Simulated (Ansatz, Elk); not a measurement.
**Li2TlBr3: X-ray structure factors from the self-consistent density**

Structure refinements treat a crystal as free atoms side by side. For a made-up structure of Li2TlBr3 (cell and positions from a PBE relaxation) the runs below show what the calculated density changes in F(hkl).

Calculated with Elk 11.2.3 (patched build); DFT, PBE, all-electron APW+lo, Dirac cores, scalar-relativistic bands, static density, no spin.

This account leaves out most program logs.

The structure was built from a prototype and need not be the compound's stable phase.

## 1. The structure

It takes space group Immm (No. 71, orthorhombic). The conventional cell has a = 4.323 Å, b = 5.604 Å, c = 13.597 Å, α = 90.00°, β = 90.00°, γ = 90.00°. Nearest to Tl lie 8 Br at 3.50 to 3.54 Å. Nearest to Br lie 2 Li at 2.59 Å. Nearest to Br lie 4 Li at 2.61 to 2.81 Å and 2 Tl at 3.50 Å. Nearest to Li lie 5 Br at 2.59 to 2.81 Å. Farther neighbours and most contacts between anions are not listed.

## 2. Ground state and structure factors

An all-electron density is needed, since X-rays see the cores too. Task 0 finds the density and task 195 Fourier-transforms it; tshift is off so that phases refer to the origin typed.

Contents of elk.in:

```
tasks
  0
  195

xctype
  20

spinpol
  .false.

rgkmax
  7.0

gmaxvr
  14.0

lmaxo
  7

lmaxapw
  8

swidth
  0.002

tshift
  .false.

ramdisk
  .false.

hmaxvr
  5.5

maxscl
  120

epspot
  1e-06

sppath
  './'

avec
  -4.08472922652 5.29454688411 12.84689853345
  4.08472922652 -5.29454688411 12.84689853345
  4.08472922652 5.29454688411 -12.84689853345

atoms
  3
  'Tl.in'
  1
  0.0000000000 0.5000000000 0.5000000000   0.000000 0.000000 0.000000
  'Br.in'
  3
  0.5000000000 0.0000000000 0.5000000000   0.000000 0.000000 0.000000
  0.2020667984 0.2020667984 -0.0000000000   0.000000 0.000000 0.000000
  0.7979332016 0.7979332016 0.0000000000   0.000000 0.000000 0.000000
  'Li.in'
  2
  0.6906901066 0.1906901066 0.5000000000   0.000000 0.000000 0.000000
  0.3093098934 0.8093098934 0.5000000000   0.000000 0.000000 0.000000

ngridk
  7 7 7
```

Launch:

```console
OMP_NUM_THREADS=4 elk
```

It took 1.8 min on 4 threads of Arm Neoverse V2, shared host; peak memory 0.35 GiB; 5.7 min of CPU time.

SFACRHO.OUT:

```text

h k l indices transformed by vhmat matrix:
   1.000000000       0.000000000       0.000000000    
   0.000000000       1.000000000       0.000000000    
   0.000000000       0.000000000       1.000000000    

      h      k      l  multipl.   |H|            Re(F)            Im(F)           |F|

      0      0      0      1   0.0000000       192.00000      0.46209206E-16   192.00000    
     -1     -1      1      2  0.48908188       52.898024      0.65066042E-14   52.898024    
     -1      0      0      4  0.64177949       61.874677     -0.40967508E-14   61.874677    
      0     -1      0      4  0.80704734      -23.084703      0.20242769E-13   23.084703    
     -2     -1      1      4  0.94354814      -1.7372732      0.27713314E-14   1.7372732    
     -1      1      0      4  0.97139373      -46.654472     -0.20039025E-13   46.654472    
     -2     -2      2      2  0.97816376       125.65939     -0.11326311E-13   125.65939    
     -2     -1      2      4   1.0628864      -92.504423      0.24098534E-13   92.504423    
      0      2     -1      8   1.0875692      -147.31601     -0.18314886E-13   147.31601    
     -1      1     -1      2   1.1867277       160.67565     -0.24490336E-13   160.67565    
      0      2     -2      4   1.2835590       48.554409     -0.20001783E-13   48.554409    
     -3     -2      2      4   1.3590759       92.624603     -0.67054171E-13   92.624603    
      2      2     -1      8   1.3785536      -76.271992     -0.23134593E-13   76.271992    
      0      1     -2      8   1.4351474      -23.213597      0.19278827E-14   23.213597    
      3      2     -3      4   1.4444833       16.656950     -0.18676364E-14   16.656950    
     -3     -3      3      2   1.4672456       108.53459     -0.23134593E-13   108.53459    
      1      3     -3      4   1.5378969       111.85018      0.27231344E-13   111.85018    
     -1      1      1      2   1.5382134       148.74150      0.40463696E-13   148.74150
```

Elk indexes on the primitive cell of elk.in and gives |H| = 4π sin θ/λ in inverse bohr. Below, one row stands for each form hkl of the conventional cell (m members, Friedel mates merged), F is for one primitive cell and the density is static (no thermal factor). Free-atom factors are Waasmaier and Kirfel's, and R is Σm||F|−|F'||/Σm|F|.

| hkl | m | sin θ/λ (Å⁻¹) | abs F, DFT | neutral atoms | diff. | ions | diff. |
| --- | --- | --- | --- | --- | --- | --- | --- |
| 002 | 2 | 0.073 | 52.898 | 53.184 | -0.286 | 52.998 | -0.100 |
| 011 | 4 | 0.097 | 61.875 | 62.123 | -0.249 | 61.852 | +0.022 |
| 101 | 4 | 0.121 | 23.085 | 23.532 | -0.447 | 23.127 | -0.043 |
| 013 | 4 | 0.142 | 1.737 | 1.330 | +0.407 | 1.791 | -0.054 |
| 110 | 4 | 0.146 | 46.654 | 46.784 | -0.130 | 46.539 | +0.115 |
| 004 | 2 | 0.147 | 125.659 | 125.331 | +0.328 | 125.424 | +0.235 |
| 103 | 4 | 0.160 | 92.504 | 92.378 | +0.127 | 92.346 | +0.158 |
| 112 | 8 | 0.164 | 147.316 | 147.047 | +0.269 | 147.126 | +0.190 |
| 020 | 2 | 0.178 | 160.676 | 160.388 | +0.288 | 160.376 | +0.300 |
| 022 | 4 | 0.193 | 48.554 | 48.636 | -0.081 | 48.645 | -0.090 |
| 015 | 4 | 0.204 | 92.625 | 92.594 | +0.031 | 92.521 | +0.104 |
| 114 | 8 | 0.207 | 76.272 | 76.302 | -0.030 | 76.305 | -0.033 |
| 121 | 8 | 0.216 | 23.214 | 23.207 | +0.006 | 23.277 | -0.063 |
| 105 | 4 | 0.217 | 16.657 | 16.681 | -0.024 | 16.571 | +0.086 |

The ions are Li+, Tl+ and Br−, by formal charge.

## 3. The highest occupied states alone

An energy window below the Fermi level keeps the highest occupied states, to see at which angles they scatter; shallow core shells can lie inside it and anion s states outside. No new self-consistency is needed.

elk.in, as its differences from that of step 2:

```diff
@@ -1,3 +1,2 @@
 tasks
-  0
   195
@@ -40,2 +39,5 @@
 
+wsfac
+  -0.305690 0.361800
+
 sppath
```

Launch:

```console
OMP_NUM_THREADS=4 elk
```

It took 20 s on 4 threads; peak memory 0.22 GiB.

States within 10 eV below the Fermi level hold 20.00 electrons; any levels below the window count with the cores. Their amplitudes can exceed the total, where window and core parts have opposite phase:

| hkl | sin θ/λ (Å⁻¹) | abs F, window | abs F, all |
| --- | --- | --- | --- |
| 002 | 0.073 | 1.576 | 52.898 |
| 011 | 0.097 | 0.306 | 61.875 |
| 101 | 0.121 | 4.057 | 23.085 |
| 013 | 0.142 | 5.612 | 1.737 |
| 110 | 0.146 | 1.577 | 46.654 |
| 004 | 0.147 | 4.854 | 125.659 |
| 103 | 0.160 | 1.839 | 92.504 |
| 112 | 0.164 | 5.620 | 147.316 |
| 020 | 0.178 | 5.186 | 160.676 |
| 022 | 0.193 | 0.629 | 48.554 |

## 4. Another functional

The difference from free atoms is small, so it is set against the change that LDA (Perdew-Wang) makes.

elk.in, as its differences from that of step 3:

```diff
@@ -1,2 +1,3 @@
 tasks
+  0
   195
@@ -4,3 +5,3 @@
 xctype
-  20
+  3
 
@@ -39,5 +40,2 @@
 
-wsfac
-  -0.305690 0.361800
-
 sppath
```

Launch:

```console
OMP_NUM_THREADS=4 elk
```

Elapsed: 78 s, on 4 threads; peak memory 0.28 GiB.

Against the first run R = 0.04 %; the largest change is -0.076 at 345.

## 5. Basis size

The basis and the expansions that go with it are enlarged, to see whether the differences are converged.

elk.in, as its differences from that of step 4:

```diff
@@ -5,3 +5,3 @@
 xctype
-  3
+  20
 
@@ -11,12 +11,12 @@
 rgkmax
-  7.0
+  8.5
 
 gmaxvr
-  14.0
+  18.0
 
 lmaxo
-  7
+  9
 
 lmaxapw
-  8
+  10
```

Launch:

```console
OMP_NUM_THREADS=4 elk
```

The job ended after 5.2 min (4 threads; peak memory 0.73 GiB).

Against the first run R = 0.00 %; the largest change is -0.005 at 2 2 10.

## 6. Settings against the effect

| run | R against the first run (%) | R against neutral atoms, low angle (%) | wall time |
| --- | --- | --- | --- |
| PBE, rgkmax 7 | 0.00 | 0.20 | 1.8 min |
| LDA (Perdew-Wang) | 0.04 | 0.19 | 78 s |
| rgkmax 8.5 with larger expansions | 0.00 | 0.20 | 5.2 min |

## 7. What came out

```
R against neutral atoms, sin θ/λ < 0.3 Å⁻¹ : 0.20 %
R against neutral atoms, 0.3 to 0.54 Å⁻¹   : 0.12 %
R against ions, below 0.3 Å⁻¹              : 0.12 %
```

In words: Independent neutral atoms miss the calculated amplitudes by R = 0.20 % below 0.3 Å⁻¹ and 0.12 % from there to 0.54 Å⁻¹; by shells, 0.69 % below 0.15 Å⁻¹ (6 forms), 0.15 % 0.15 to 0.3 (26 forms), 0.14 % 0.3 to 0.45 (56 forms), 0.11 % above 0.45 (61 forms). Bonding, aspherical density and the tables' own atoms all enter these figures, and the runs don't part them. The largest change of an amplitude is -0.45 electrons, at 101. Weak lines can change much in proportion: 013 goes from 1.33 to 1.74. Formal ions give R = 0.12 % at low angle, nearer than neutral atoms. The window's part falls from 20.0 electrons at the origin to at most 0.32 between 0.45 and 0.54 Å⁻¹. Below 0.3 Å⁻¹ the changes that finished (LDA (Perdew-Wang) and rgkmax 8.5 with larger expansions) move F by R = 0.03 % at most, against the 0.20 % that separates it from free atoms. The k-mesh has no finished test. Spin-orbit coupling is left out, which can matter for elements this heavy. Part of the difference isn't bonding: the tables are fits to free atoms and ions calculated by other methods than this functional. Thermal motion, anomalous dispersion and extinction are left out.

[Logs are printed without paths, hosts, clocks, repeated set-up lines and the standing remarks that a program may print on its own settings, such as how far it seeks lower states.]

[Hosts, paths, dates, database ids (printed as entryN), source tags and the programs' standing remarks are cut or masked in the printed files.]
